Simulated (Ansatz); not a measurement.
## How many bands does the GW gap of FeAs2 (Lollingite) need?

Wanted: a G0W0 gap for FeAs2 (Lollingite) that is converged in bands and cutoff, or an estimate of the limit.

Calculated with Ansatz 0.2.0; G0W0 on r2SCAN, plane waves, PAW.

Report form: the programs' logs are mostly left out.

In doubt: one-shot GW on d or f shells is unsure (steps 2, 3, 4, 5), so the values of those runs are not to be relied on.

### Step 1. The structure

Symmetry: Pnnm, No. 58, orthorhombic system. The conventional cell has a = 5.301 Å, b = 5.986 Å, c = 2.882 Å, α = 90.00°, β = 90.00°, γ = 90.00°. Nearest to Fe lie 6 As at 2.36 to 2.39 Å. Nearest to As lie 3 Fe at 2.36 to 2.39 Å and 1 As at 2.49 Å. Farther neighbours are not listed.

The cell and positions come from the Crystallography Open Database and are kept as given unless a step says otherwise.

### Step 2. 239 empty bands, screening to 110 eV

G0W0 replaces the xc potential by the self-energy, built once from these orbitals. Only a window of levels is corrected, while the sums run over the empty bands that the input names. This step takes hard PAW files.

input.yaml

```yaml
crystal:
  lattice:
    - [5.3012, 0.0, 0.0]
    - [0.0, 5.9858, 0.0]
    - [0.0, 0.0, 2.8822]
  atoms:
    - { symbol: Fe, position: [0.0, 0.0, 0.0] }
    - { symbol: Fe, position: [0.5, 0.5, 0.5] }
    - { symbol: As, position: [0.1763, 0.3624, 0.0] }
    - { symbol: As, position: [0.8237, 0.6376, 0.0] }
    - { symbol: As, position: [0.6763, 0.1376, 0.5] }
    - { symbol: As, position: [0.3237, 0.8624, 0.5] }
kpoints:
  mp_grid: { grid: [4, 4, 6] }
hamiltonian:
  xc: r2scan
  pseudopotentials: { kind: paw, source: ansatz }
scf:
  occupations: { method: fixed }
gw:
  n_empty_bands: 239
  ecut_chi: 110.0
  qp_bands: [v2, c2]
  qp_kpoints: band_edges
  screening: { model: contour_deformation }
```

Run with:

```console
$ ansatz run input.yaml --threads 4 --pin off --max-ram 138240MiB --backend cuda --events-out ev --progress --plain --runs-dir out --devices 1 --max-vram 26GiB
```

It took 2.1 min on 1 × NVIDIA H100 80GB HBM3 (shared by 3 runs) with 4 threads of AMD EPYC 7R13 (Zen 3), shared host; peak memory 3.2 GiB; 3.8 min of CPU time.

Numbers from this step:

```
bands summed                                 : 285
RPA ε∞ on this mesh (eigenvalues)            : 20.41, 20.97, 24.14
plane waves in the screening matrix          : 243
q-points in the mesh                         : 96
G0W0 gap on the mesh                         : 0.5620 eV
k of the valence top                         : 0, 0.25, 0.1667
k of the conduction bottom                   : 0, 0, 0.1667
starting gap on the mesh                     : 0.5980 eV
Z at the valence top                         : 0.6643
Z at the conduction bottom                   : 0.7073
least direct G0W0 gap on the computed points : 0.7225 eV
```

The gap on the mesh goes from 0.60 eV to 0.56 eV, a correction of −0.04 eV, though a band edge has moved to another state.

### Step 3. 543 empty bands, screening to 190 eV

Bands and screening cutoff are moved together, since each hides the error of the other.

input.yaml: that of step 2 with these lines changed.

```diff
@@ -20,4 +20,4 @@
 gw:
-  n_empty_bands: 239
-  ecut_chi: 110.0
+  n_empty_bands: 543
+  ecut_chi: 190.0
   qp_bands: [v2, c2]
```

It took 4.1 min on 1 × NVIDIA H100 80GB HBM3 (shared by 3 runs) with 4 threads; peak memory 5.9 GiB.

This step gave:

- bands summed: 589
- RPA ε∞ on this mesh (eigenvalues): 20.28, 20.92, 24.06
- plane waves in the screening matrix: 549
- q-points in the mesh: 96
- G0W0 gap on the mesh: 0.5470 eV
- k of the valence top: 0, 0.25, 0.1667
- k of the conduction bottom: 0, 0, 0.1667
- starting gap on the mesh: 0.5980 eV
- Z at the valence top: 0.6565
- Z at the conduction bottom: 0.7006
- least direct G0W0 gap on the computed points: 0.7270 eV

Against the run with 4×4×6 mesh, 239 empty bands, screening to 110 eV, hard PAW files, the gap moves by −0.015 eV.

### Step 4. 921 empty bands, screening to 270 eV

input.yaml: that of step 3 with these lines changed.

```diff
@@ -20,4 +20,4 @@
 gw:
-  n_empty_bands: 543
-  ecut_chi: 190.0
+  n_empty_bands: 921
+  ecut_chi: 270.0
   qp_bands: [v2, c2]
```

Run time: 7.3 min. Hardware: 1 × NVIDIA H100 80GB HBM3 (shared by 3 runs) with 4 threads; peak memory 11 GiB.

This step gave:

```
bands summed                                 : 967
RPA ε∞ on this mesh (eigenvalues)            : 20.26, 20.90, 24.04
plane waves in the screening matrix          : 905
G0W0 gap on the mesh                         : 0.5661 eV
k of the valence top                         : 0, 0.25, 0.1667
k of the conduction bottom                   : 0, 0, 0.1667
starting gap on the mesh                     : 0.5980 eV
least direct G0W0 gap on the computed points : 0.7468 eV
```

Against the run with 4×4×6 mesh, 543 empty bands, screening to 190 eV, hard PAW files, the gap moves by +0.019 eV.

### Step 5. Changing the k mesh: 6×4×10 mesh, 239 empty bands, screening to 110 eV, hard PAW files

A second mesh at equal bands and cutoff isolates the sampling error. Bands and cutoff differ from the step before, so it is read against an earlier run that matches them.

input.yaml: that of step 4 with these lines changed.

```diff
@@ -13,3 +13,3 @@
 kpoints:
-  mp_grid: { grid: [4, 4, 6] }
+  mp_grid: { grid: [6, 4, 10] }
 hamiltonian:
@@ -20,4 +20,4 @@
 gw:
-  n_empty_bands: 921
-  ecut_chi: 270.0
+  n_empty_bands: 239
+  ecut_chi: 110.0
   qp_bands: [v2, c2]
```

The job ended after 7 min (1 × NVIDIA H100 80GB HBM3 (shared by 3 runs) with 4 threads; peak memory 5 GiB).

Numbers from this step:

```
bands summed                                 : 285
RPA ε∞ on this mesh (eigenvalues)            : 19.35, 20.92, 24.03
plane waves in the screening matrix          : 243
G0W0 gap on the mesh                         : 0.4957 eV
k of the valence top                         : 0, 0.25, 0.2
k of the conduction bottom                   : 0, 0, 0.2
starting gap on the mesh                     : 0.5495 eV
least direct G0W0 gap on the computed points : 0.6596 eV
```

Against the run with 4×4×6 mesh, 239 empty bands, screening to 110 eV, hard PAW files, the gap moves by −0.07 eV, while the start moved by −0.05 eV. A band edge is found at another k point on this mesh.

### Step 6. The runs together

Times are wall times on 1 × NVIDIA H100 80GB HBM3 (shared by 3 runs) with 4 threads of AMD EPYC 7R13 (Zen 3), shared host. The host was busy with other work, so they are no guide to cost.

```csv
mesh,files,frequency,bands summed,cutoff (eV),start (eV),G0W0 (eV),time,host memory (GiB)
4×4×6,hard PAW,contour deformation,285,110,0.598,0.562,2.1 min,3.2
4×4×6,hard PAW,contour deformation,589,190,0.598,0.547,4.1 min,5.9
4×4×6,hard PAW,contour deformation,967,270,0.598,0.566,7.3 min,11
6×4×10,hard PAW,contour deformation,285,110,0.550,0.496,7 min,5.0
```

The parts of the quasiparticle energy at the two band edges (eV; QP = start + Σx + Σc − Vxc):

```csv
run,edge,start,Σx,Σc,Vxc,Z,QP
285 bands,valence top,14.25,-33.02,4.73,-29.15,0.66,15.12
285 bands,conduction bottom,15.12,-19.38,-3.21,-23.15,0.71,15.68
589 bands,valence top,14.25,-33.02,4.52,-29.15,0.66,14.90
589 bands,conduction bottom,15.12,-19.38,-3.44,-23.15,0.70,15.45
967 bands,valence top,14.25,-33.02,4.40,-29.15,0.65,14.78
967 bands,conduction bottom,15.12,-19.38,-3.54,-23.15,0.70,15.35
```

 Where G0W0 reorders the edges (285 bands, 589 bands and 967 bands), the two states listed lie further apart at the start than the starting gap.

### Step 7. Outcome

- 285 bands, 110 eV: 0.562 eV
- 589 bands, 190 eV: 0.547 eV
- 967 bands, 270 eV: 0.566 eV
- mesh and start: 4×4×6, r2SCAN

What this shows: From 285 to 967 bands the gap moves by +0.004 eV while the time grows 3.4-fold. Σc changes by −0.34 eV at the valence top and −0.33 eV at the conduction bottom, so the levels themselves move more than the gap between them. The gap turns back along the series, so no limit is drawn from it. On the 6×4×10 mesh in place of 4×4×6 the gap differs by −0.07 eV, of which −0.05 eV is already in the start. The 4×4×6 mesh misses a band edge: on 6×4×10 the r2SCAN gap is 0.55 eV, so these values are not the fundamental gap, which lies some 0.05 eV lower. The 4×4×6 mesh is coarse for this cell (its supercell is 17 Å along the shortest edge). The RPA ε∞ on it, from the r2SCAN start, is 20.26, 20.90 and 24.04; such meshes misread the long-range screening, most where the gap is narrow. The runs have no spin polarisation. For a closed low-spin shell that is the natural state; where a d or f shell is open it is a constraint, and the gap is then not the crystal's own. With d states at the gap, one-shot GW leans hard on its start. The many-body steps are scalar-relativistic: spin-orbit coupling is not in them.

[Paths, hosts, dates, memory and timing lines, banners, echoed tables and standing remarks are left out of the program output.]

[Logs are printed without paths, hosts, clocks, repeated set-up lines and the standing remarks that a program may print on its own settings, such as how far it seeks lower states.]

[Runs of the session that timed out or met a known fault of the program may be left out.]

[Cells called generated may have been cut or substituted from an entry of the Crystallography Open Database or the Materials Project.]

[Hosts, paths, dates, database ids (printed as entryN), source tags and the programs' standing remarks are cut or masked in the printed files.]
